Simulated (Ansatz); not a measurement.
An input for Ansatz 0.2.0 (SnPHO3 (Cc)):

```yaml
crystal:
  lattice:
    - [3.53785, -6.1734, 0.0]
    - [3.53785, 6.1734, 0.0]
    - [-2.4064519505, 0.0, 4.0161146174]
  atoms:
    - { symbol: Sn, position: [0.026838, 0.756082, 0.92827] }
    - { symbol: Sn, position: [0.756082, 0.026838, 0.42827] }
    - { symbol: H, position: [0.4331, 0.2763, 0.9096] }
    - { symbol: H, position: [0.2763, 0.4331, 0.4096] }
    - { symbol: P, position: [0.64276, 0.36444, 0.1078] }
    - { symbol: P, position: [0.36444, 0.64276, 0.6078] }
    - { symbol: O, position: [0.7543, 0.5957, 0.4172] }
    - { symbol: O, position: [0.5957, 0.7543, 0.9172] }
    - { symbol: O, position: [0.5821, 0.1453, 0.1731] }
    - { symbol: O, position: [0.1453, 0.5821, 0.6731] }
    - { symbol: O, position: [0.7951, 0.4087, 0.9209] }
    - { symbol: O, position: [0.4087, 0.7951, 0.4209] }
kpoints:
  mp_grid: { grid: [4, 4, 6] }
hamiltonian:
  xc: pbe
  pseudopotentials: { kind: paw, azcp: { folder: soft_1 } }
scf:
  occupations: { method: fermi_dirac, width: 0.02 }
relax:
  f_tol: 0.02
  max_steps: 60
```

```sh
ansatz run input.yaml --threads 2 --pin off --max-ram 92160MiB --backend cuda --events-out ev --progress --plain --runs-dir out --devices 1 --max-vram 13GiB
```

**Question.** How long will it take on 1 × NVIDIA H100 80GB HBM3 (shared by 6 runs) with 2 threads of AMD EPYC 7R13 (Zen 3), shared host, and how much memory?

It took 27 s; on shared hardware allow 14 s to 54 s. Peak host memory was 0.98 GiB. The sizes that set the cost: 3423 plane waves a state, 34 irreducible k points and 53 SCF cycles.

[Paths, hosts, dates, memory and timing lines, banners, echoed tables and standing remarks are left out of the program output.]

[Logs are printed without paths, hosts, clocks, repeated set-up lines and the standing remarks that a program may print on its own settings, such as how far it seeks lower states.]

[Runs of the session that timed out or met a known fault of the program may be left out.]

[Cells called generated may have been cut or substituted from an entry of the Crystallography Open Database or the Materials Project.]

[Hosts, paths, dates, database ids (printed as entryN), source tags and the programs' standing remarks are cut or masked in the printed files.]
